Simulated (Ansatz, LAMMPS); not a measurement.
# Amorphous 79SiO2-21Al2O3 (mol %) (96 atoms): geometry optimisation, part 3 of 4

Wanted: the relaxed structure of amorphous 79SiO2-21Al2O3 (mol %) (96 atoms) and its electronic structure.

Ansatz 0.2.0; Kohn-Sham DFT, PBE, PAW (set soft_2), plane waves.

The cell: 22 Si, 12 Al and 62 O. The quench rate of 50 K/ps far exceeds what a furnace or splat quench reaches. The network of bonds at the start is that of the classical potential that made the cell. Only the Γ point is sampled in the main run, in a cell whose shortest periodic width is 11 Å.

So far. Step 4 (Cell and atoms relaxed): The relaxation changed the energy by -38.4 meV/atom, and atoms moved by 0.23 Å r.m.s., 0.60 Å at most.

## Step 6: Single point at the relaxed geometry

One more single point at the end of the walk gives the fuller output and checks the residual forces.

Input file input.yaml:

```yaml
crystal:
  lattice:
    - [10.74298, -0.09621, 0.13213]
    - [-0.09621, 10.91861, -0.13751]
    - [0.13213, -0.13751, 10.9622]
  atoms:
    - { symbol: Si, position: [0.39129, 0.26399, 0.56901] }
    - { symbol: Si, position: [0.40338, 0.64872, 0.44338] }
    - { symbol: Si, position: [0.64418, 0.19151, 0.97547] }
    - { symbol: Si, position: [0.94568, 0.99882, 0.61169] }
    - { symbol: Si, position: [0.60644, 0.92761, 0.23403] }
    - { symbol: Si, position: [0.16179, 0.08013, 0.75711] }
    - { symbol: Si, position: [0.85224, 0.22887, 0.5043] }
    - { symbol: Si, position: [0.31129, 0.48875, 0.02528] }
    - { symbol: Si, position: [0.04165, 0.50524, 0.02532] }
    - { symbol: Si, position: [0.76297, 0.37025, 0.74772] }
    - { symbol: Si, position: [0.05435, 0.06115, 0.00081] }
    - { symbol: Si, position: [0.34603, 0.88477, 0.33725] }
    - { symbol: Si, position: [0.12716, 0.29051, 0.42825] }
    - { symbol: Si, position: [0.04955, 0.53206, 0.30832] }
    - { symbol: Si, position: [0.77255, 0.56501, 0.34287] }
    - { symbol: Si, position: [0.67589, 0.7807, 0.46266] }
    - { symbol: Si, position: [0.21999, 0.10212, 0.23551] }
    - { symbol: Si, position: [0.54381, 0.41362, 0.38282] }
    - { symbol: Si, position: [0.4199, 0.77608, 0.78358] }
    - { symbol: Si, position: [0.98656, 0.8327, 0.1109] }
    - { symbol: Si, position: [0.38359, 0.98529, 0.61091] }
    - { symbol: Si, position: [0.95054, 0.59101, 0.77911] }
    - { symbol: Al, position: [0.87324, 0.281, 0.99069] }
    - { symbol: Al, position: [0.25595, 0.76318, 0.96908] }
    - { symbol: Al, position: [0.69695, 0.21381, 0.24971] }
    - { symbol: Al, position: [0.7788, 0.83099, 0.72984] }
    - { symbol: Al, position: [0.43857, 0.28544, 0.15309] }
    - { symbol: Al, position: [0.97702, 0.78339, 0.40141] }
    - { symbol: Al, position: [0.66365, 0.64159, 0.8377] }
    - { symbol: Al, position: [0.25088, 0.36492, 0.8076] }
    - { symbol: Al, position: [0.7275, 0.69269, 0.09559] }
    - { symbol: Al, position: [0.1986, 0.62274, 0.67685] }
    - { symbol: Al, position: [0.58471, 0.89924, 0.95954] }
    - { symbol: Al, position: [0.47923, 0.4767, 0.76915] }
    - { symbol: O, position: [0.27049, 0.73156, 0.79819] }
    - { symbol: O, position: [0.97631, 0.8429, 0.25808] }
    - { symbol: O, position: [0.98728, 0.18224, 0.95487] }
    - { symbol: O, position: [0.70052, 0.61495, 0.22987] }
    - { symbol: O, position: [0.31432, 0.63406, 0.03286] }
    - { symbol: O, position: [0.6756, 0.47787, 0.42189] }
    - { symbol: O, position: [0.42374, 0.84023, 0.92645] }
    - { symbol: O, position: [0.05091, 0.0977, 0.6616] }
    - { symbol: O, position: [0.02023, 0.59828, 0.91169] }
    - { symbol: O, position: [0.08029, 0.55629, 0.16144] }
    - { symbol: O, position: [0.25059, 0.98361, 0.67983] }
    - { symbol: O, position: [0.80477, 0.69316, 0.42909] }
    - { symbol: O, position: [0.45917, 0.88008, 0.68588] }
    - { symbol: O, position: [0.50078, 0.64423, 0.76952] }
    - { symbol: O, position: [0.54472, 0.70462, 0.46823] }
    - { symbol: O, position: [0.12762, 0.80961, 0.05171] }
    - { symbol: O, position: [0.85064, 0.08507, 0.5375] }
    - { symbol: O, position: [0.70606, 0.83872, 0.592] }
    - { symbol: O, position: [0.12851, 0.00359, 0.88038] }
    - { symbol: O, position: [0.40273, 0.3601, 0.68635] }
    - { symbol: O, position: [0.38288, 0.43854, 0.89587] }
    - { symbol: O, position: [0.65327, 0.60568, 0.98593] }
    - { symbol: O, position: [0.17147, 0.42895, 0.97909] }
    - { symbol: O, position: [0.90003, 0.49179, 0.31705] }
    - { symbol: O, position: [0.15845, 0.09668, 0.10214] }
    - { symbol: O, position: [0.89135, 0.44789, 0.76987] }
    - { symbol: O, position: [0.35743, 0.41879, 0.13983] }
    - { symbol: O, position: [0.35453, 0.16981, 0.22412] }
    - { symbol: O, position: [0.88076, 0.73498, 0.06543] }
    - { symbol: O, position: [0.64516, 0.46669, 0.76326] }
    - { symbol: O, position: [0.43367, 0.12806, 0.61263] }
    - { symbol: O, position: [0.99376, 0.28914, 0.50399] }
    - { symbol: O, position: [0.3871, 0.9411, 0.46964] }
    - { symbol: O, position: [0.32903, 0.73656, 0.35098] }
    - { symbol: O, position: [0.50296, 0.30712, 0.47652] }
    - { symbol: O, position: [0.18743, 0.47679, 0.72778] }
    - { symbol: O, position: [0.62724, 0.05146, 0.93421] }
    - { symbol: O, position: [0.57001, 0.32875, 0.25424] }
    - { symbol: O, position: [0.43279, 0.51315, 0.37928] }
    - { symbol: O, position: [0.78803, 0.24209, 0.37336] }
    - { symbol: O, position: [0.99102, 0.88849, 0.52038] }
    - { symbol: O, position: [0.06736, 0.65219, 0.39393] }
    - { symbol: O, position: [0.25229, 0.27384, 0.5125] }
    - { symbol: O, position: [0.23074, 0.96171, 0.2883] }
    [... 12 atom lines left out ...]
    - { symbol: O, position: [0.74417, 0.27388, 0.87108] }
    - { symbol: O, position: [0.94994, 0.96805, 0.05725] }
    - { symbol: O, position: [0.74849, 0.22413, 0.08712] }
    - { symbol: O, position: [0.63185, 0.07099, 0.22621] }
    - { symbol: O, position: [0.32261, 0.64046, 0.56946] }
    - { symbol: O, position: [0.88557, 0.94624, 0.73805] }
kpoints:
  mp_grid: { grid: [1, 1, 1] }
hamiltonian:
  xc: pbe
scf:
  occupations: { method: fermi_dirac, width: 0.025 }
output:
  forces: true
  stress: true
  populations: true
  dos:
    method: { smearing: { sigma: 0.08 } }
    de: 0.05
    projected: { site_lists: { Al: [Al], O: [O], Si: [Si] } }
  eigenvalues: true
  write_density: true
  write_potential: true
  volumetric_format: npy
```

Launch:

```
$ ansatz run input.yaml --threads 4 --pin off --max-ram 8192MiB --backend cpu --events-out ev --progress --plain --runs-dir out
```

Numbers of over 12 decimals in the logs are rounded to 6 here.

Output:

```text
[...]
Crystal: 96 atoms, lattice volume = 1285.357 Å³
Basis set: ecut = 420 eV, 25121 PW (Γ), exchange–correlation on 144×150×150 points (8 copies of the dense FFT grid, shifted against one another)
Bands: 344, of which v1, the nominal top of the filled ones, is band 248 counted from 1 (247 counted from 0)
Symmetry: 1 space group operations
[...]
k-points: 1
[...]
SCF iter   1: F=—  HF=-55726.695809 eV  |F-HF|=—  |Δ(HF+E_count)|=         —  Δρ=2.04e-3  dr2=8.61e-2  ethr=1.77e-3  ⟨swp⟩=6.0  Hψ=1644  notcnv=0  defer=44
[...]
SCF iter   9: F=-55726.697119 eV  HF=-55726.697119 eV  |F-HF|=1.31e-8  |Δ(HF+E_count)|=   3.53e-8  Δρ=1.29e-6  dr2=2.18e-8  ethr=2.02e-11  ⟨swp⟩=17.0  Hψ=3107  notcnv=0
SCF 1 converged in 9 iterations: F = -55726.697119 eV  dr2 = 2.18e-8
[...]
SCF converged after 9 iterations
Free energy (F): -55726.697119 eV
[...]
Internal energy: -55726.697119 eV  (E = F + TS)
E sigma→0 (E₀):  -55726.697119 eV
Fermi energy:    4.905284 eV
[...]
--- Forces (eV/Å), atoms counted from 1 ---
  atom   1  Si     0.01204239     0.00171260     0.00163459
  atom   2  Si     0.01414363    -0.00548950     0.01142024
  atom   3  Si    -0.00740623     0.00652299     0.00156115
  atom   4  Si    -0.00168402     0.00987275     0.00553564
  atom   5  Si    -0.01166976    -0.00486907     0.00318863
  atom   6  Si     0.00425592    -0.00496388    -0.00391432
  atom   7  Si    -0.00437309    -0.01193014    -0.00641733
  atom   8  Si     0.03052834    -0.00573994    -0.01919319
  atom   9  Si    -0.01588222    -0.00231346    -0.00817191
  atom  10  Si     0.00456924    -0.00066593     0.00412755
  atom  11  Si     0.00940804     0.00982425    -0.00593813
  atom  12  Si     0.00777904     0.01313031     0.00354872
  atom  13  Si     0.00097841    -0.00430549     0.00675373
  atom  14  Si     0.00015514    -0.00558265    -0.00821422
[...]
atom  95  O      0.00866634    -0.00217099    -0.00506228
  atom  96  O      0.00113829    -0.00260213    -0.00517150
  max |Σ_I F_I| component: 1.76e-4 eV/Å
--- Stress (GPa, compression-positive) ---
       -0.004247      -0.008358      -0.002955
       -0.008352      -0.010073       0.000346
       -0.002956       0.000343      -0.005022
  P = ⅓ Tr σ = -0.0064 GPa (-0.064 kbar)
--- Band table (eV) ---
[...]
--- Löwdin populations: 96 sites ---
  site symbol       q [e]
     0     Si      2.2208
     1     Si      2.2377
     2     Si      2.2521
[...]
95      O      6.8369
  spilling = 0.012079 (of n_electrons = 496.000000)
```

Wall time 7.4 s (4 threads of AMD EPYC 9B45 (Zen 5), shared host); peak memory 1.6 GiB; 26 s of CPU time.

Numbers from this run:

| Item | Value |
| --- | --- |
| free energy | -55726.6971 eV |
| free energy per atom | -580.4864 eV/atom |
| SCF cycles | 9 |
| pressure | -0.006447 GPa |
| r.m.s. force component | 0.00663 eV/Å |
| longest force | 0.03651 eV/Å |
| Fermi energy | 4.905 eV |
| gap (highest filled to lowest empty level) | 3.907 eV |
| spilling of the projection | 0.01208 |

Löwdin charges by element and coordination (they lack the spilled electrons, 0.062 e an atom on average):

```
element  coordination  atoms  mean charge (e)  spread   least    most
     Al           all     12             1.40  0.0301    1.34    1.44
     Al             4     10             1.41  0.0225    1.37    1.44
     Al             5      2             1.36  0.0206    1.34    1.38
      O           all     62           -0.801  0.0344  -0.912  -0.746
      O             2     48           -0.803  0.0352  -0.912  -0.746
      O             3     14           -0.793  0.0303  -0.873  -0.751
     Si           all     22             1.76  0.0156    1.74    1.79
```

States in the cell by windows of 1 eV, zero at the Fermi level; the larger projections on atomic orbitals stand beside the total:

```
from (eV)  to (eV)  total   O p  Si p
      -14      -12    0.0   0.0   0.0
      -12      -11    6.5   4.3   0.2
      -11      -10   13.9   9.4   0.7
      -10       -9   17.0  12.1   1.2
       -9       -8   27.7  20.7   3.5
       -8       -7   40.1  31.3   5.1
       -7       -6   41.0  33.3   3.5
       -6       -5   50.5  44.1   2.4
       -5       -4   65.7  60.4   2.0
       -4       -3   74.7  70.6   1.2
       -3       -2   33.2  31.8   0.3
       -2       -1    1.8   1.7   0.0
       -1        1    0.0   0.0   0.0
        1        2    1.8   0.0   0.0
        2        3    0.2   0.0   0.0
        3        4    8.1   0.9   0.9
        4        5   16.7   1.8   3.3
```

Between -23 and -14 eV lie 124 more states.

The levels nearest the highest filled one (over half full), pooled over k-points and spins:

```
level less the highest filled one (eV)  occupation
                                -0.483           2
                                -0.434           2
                                -0.388           2
                                -0.181           2
                               -0.0727           2
                                     0           2
                                  3.91           0
                                  5.25           0
                                  5.46           0
                                  5.64           0
                                  5.91           0
                                  6.02           0
```

Valence density in the bc plane at fractional x = 0.658, with atoms of Si and Al and O within 0.2 Å of it. It is the smooth field of the valence electrons, not physical close to the nuclei.

Ten steps, logarithmic in the rise over the least value, from '0' (0.0 e/Å³) to '9' (6.8 e/Å³), each cell a mean:
```
6776422332100001479975212222224
7987533443210001357764234443224
5765333443211111234332357875323
2332112333222344322112469996311
0000001122234788642112357875210
0000000011235899742111234543100
0000000001134787531111112221100
0000000011122343210000012332100
0000000112111111000000124565310
0000000111110000000000135776410
0000000001000000000001235665310
0000000000001233210012334443200
0000000000013577631123332233210
0000000111124799742123333455421
0000011111124688642112234688752
1111111222222455432221123689853
3444321223322222234432112578753
5787531234432111247764211245434
6898632233332101257874211233334
5676432222211000235653223455433
2333223321100000012332235788632
1111234432100000012322236899631
1112234432100000245653234677531
3444333332100001369975222344322
```
Columns run along b (10.9 Å), rows up along c (11.0 Å). Atoms in or near the plane, at fractional coordinates: Si at (0.19, 0.98), Si at (0.78, 0.46), Al at (0.64, 0.84), O at (0.48, 0.42), O at (0.61, 0.99), O at (0.47, 0.76), O at (0.87, 0.35), O at (0.85, 0.10), O at (0.81, 0.84).

Electrostatic potential energy in the bc plane at fractional x = 0.658, with atoms of Si and Al and O within 0.2 Å of it. With pseudopotentials it is smooth inside the atoms' cores, unlike the true potential.

Values in eV, 13 rows by 16 columns, each cell a mean:
```
-19 -21 -29 -37  -9   6   9  10   7 -24 -16   5   6  -1  -9  -2
 -2  -1   0  -3   3   6   8   8   5  -7  -7  -6 -15 -25   0   5
 10   9   8   7   6   3  -2 -25  -9  -9  -9  -7 -12 -18   5   8
 10  10   9   8   6   2  -3 -22  -4   4   1   4   5   5   7   9
 10  10  10  10   9   7   7   8   9   8   8   8   7  -1   7  10
 10  10  10  10  10  10   9   9   9   9   8   5  -2 -14   5  10
 10  10  10   9   9   9   8  -2   3   8   6 -12 -36 -22   5   9
 10   9   9   8   8   7   1 -34 -18   6   5  -8 -28 -21  -6   8
  8   8   3  -3   1   5   4   1   3   4   7   6   4 -21 -31   2
 -9 -21  -9 -11  -9   4   7   8   8  -7  -6   8   8   1 -21 -20
 -6 -15  -2  -7  -2   7   9  10  10  -1  -4   2   5  -4 -15 -12
  8   8   5   3   6   8   9  10  10   7  -4  -9  -4 -35 -19   5
  7   4 -17 -25  -3   7   9  10   9 -16 -13   0   3  -5  -3   3
```
Columns run along b (10.9 Å; values clipped at the 3rd and 97th percentile), rows up along c (11.0 Å). Atoms in or near the plane, at fractional coordinates: Si at (0.19, 0.98), Si at (0.78, 0.46), Al at (0.64, 0.84), O at (0.48, 0.42), O at (0.61, 0.99), O at (0.47, 0.76), O at (0.87, 0.35), O at (0.85, 0.10), O at (0.81, 0.84).

Mean Löwdin charges: Al +1.40, O -0.80, Si +1.76 e (they miss 1.2 % of the electrons, so they add up to more than the cell's charge).

The surroundings of O93, which has 3 bonded neighbours where the commonest count for O is 2, nearest first, numbered as they follow in the input and with coordinates relative to it.

```
atom      x      y      z  distance (Å)  bonds  Löwdin charge (e)
 O93   0.00   0.00   0.00          0.00      3              -0.81
 Si3  -1.13  -0.33  -1.23          1.71      4               1.75
Al23   1.32   0.62  -1.05          1.80      4               1.43
Al25  -0.53  -0.13   1.78          1.86      4               1.43
 O91  -0.08   0.57  -2.38          2.45      3              -0.76
 O94  -1.22  -1.68   1.53          2.58      2              -0.84
 O86  -2.50   0.36  -0.85          2.67      2              -0.81
 O71  -1.31  -1.85  -1.67          2.81      2              -0.80
 O88   1.80   2.15  -0.52          2.85      2              -0.83
 O72  -1.91   1.14   1.79          2.85      3              -0.80
 O37   2.55  -0.46  -1.41          2.95      2              -0.84
 O74   0.46   0.15   3.14          3.18      2              -0.83
Al27  -3.33   0.69   0.67          3.46      4               1.40
 O92   2.18  -2.81  -0.27          3.57      2              -0.79
```

The column of bonds counts only the pairs O-Si within 2.12 Å, O-Al within 2.49 Å; other neighbours, such as metal atoms beside each other in a compound, aren't counted, and periodic images can show an atom twice.

## Step 7: K-mesh 2×2×2

A denser mesh tests the sampling of the Brillouin zone.

Changes to input.yaml since step 6:

```diff
@@ -8,3 +8,3 @@
 kpoints:
-  mp_grid: { grid: [1, 1, 1] }
+  mp_grid: { grid: [2, 2, 2] }
 hamiltonian:
@@ -22,4 +22 @@
   eigenvalues: true
-  write_density: true
-  write_potential: true
-  volumetric_format: npy
```

Output:

```text
[...]
Crystal: 96 atoms, lattice volume = 1285.357 Å³
Basis set: ecut = 420 eV, 25121 PW (Γ), exchange–correlation on 144×150×150 points (8 copies of the dense FFT grid, shifted against one another)
Bands: 344, of which v1, the nominal top of the filled ones, is band 248 counted from 1 (247 counted from 0)
Symmetry: 1 space group operations
[...]
k-points: 8
[...]
SCF iter   1: F=—  HF=-55726.769908 eV  |F-HF|=—  |Δ(HF+E_count)|=         —  Δρ=2.04e-3  dr2=8.56e-2  ethr=1.77e-3  ⟨swp⟩=6.0  Hψ=12847  notcnv=0  defer=343
[...]
SCF iter   8: F=—  HF=-55726.775709 eV  |F-HF|=—  |Δ(HF+E_count)|=   9.98e-7  Δρ=6.28e-6  dr2=4.08e-7  ethr=3.09e-10  ⟨swp⟩=2.0  Hψ=3644  notcnv=0  defer=724
SCF iter   9: F=-55726.775709 eV  HF=-55726.775709 eV  |F-HF|=1.10e-8  |Δ(HF+E_count)|=   3.09e-8  Δρ=1.52e-6  dr2=2.80e-8  ethr=2.02e-11  ⟨swp⟩=13.8  Hψ=16246  notcnv=0
SCF 1 converged in 9 iterations: F = -55726.775709 eV  dr2 = 2.80e-8
[...]
SCF converged after 9 iterations
Free energy (F): -55726.775709 eV
[...]
Internal energy: -55726.775709 eV  (E = F + TS)
E sigma→0 (E₀):  -55726.775709 eV
Fermi energy:    4.933641 eV
[...]
Σ components = -55726.775709   (vs F -55726.775709, Δ=0.00e0)
--- Forces (eV/Å), atoms counted from 1 ---
  atom   1  Si     0.01226883    -0.00059256     0.00009867
  atom   2  Si     0.01145616    -0.00555478     0.01141386
  atom   3  Si    -0.01319323     0.00443650    -0.00004580
  atom   4  Si    -0.00213266     0.01359866     0.00508347
[...]
atom  96  O      0.00304157    -0.00253656    -0.00221279
  max |Σ_I F_I| component: 1.83e-4 eV/Å
--- Stress (GPa, compression-positive) ---
        0.012272      -0.005492       0.000185
       -0.005486       0.012075       0.001844
        0.000184       0.001840      -0.004109
  P = ⅓ Tr σ = 0.0067 GPa (0.067 kbar)
--- Band table (eV; the first three rows and the last of 8) ---
[...]
--- Löwdin populations: 96 sites ---
  site symbol       q [e]
     0     Si      2.2208
     1     Si      2.2377
     2     Si      2.2523
[...]
95      O      6.8367
  spilling = 0.012076 (of n_electrons = 496.000000)
```

Elapsed: 59 s, on 4 threads; peak memory 5.7 GiB.

The program notes that it cut back its work space to fit the memory limit.

Geometry and reference: those of the single point at the relaxed geometry.

Forces differ from those of the single point at the relaxed geometry by 3.5 meV/Å r.m.s.; the energy by -0.82 meV/atom and the gap by -0.014 eV. It took 59 s and 9 cycles; the reference's time can't be set against it, since the two runs asked for unlike analyses.

[end of part 3 of 4]

[Logs are printed without paths, hosts, clocks, repeated set-up lines and the standing remarks that a program may print on its own settings, such as how far it seeks lower states.]

[Hosts, paths, dates, database ids (printed as entryN), source tags and the programs' standing remarks are cut or masked in the printed files.]
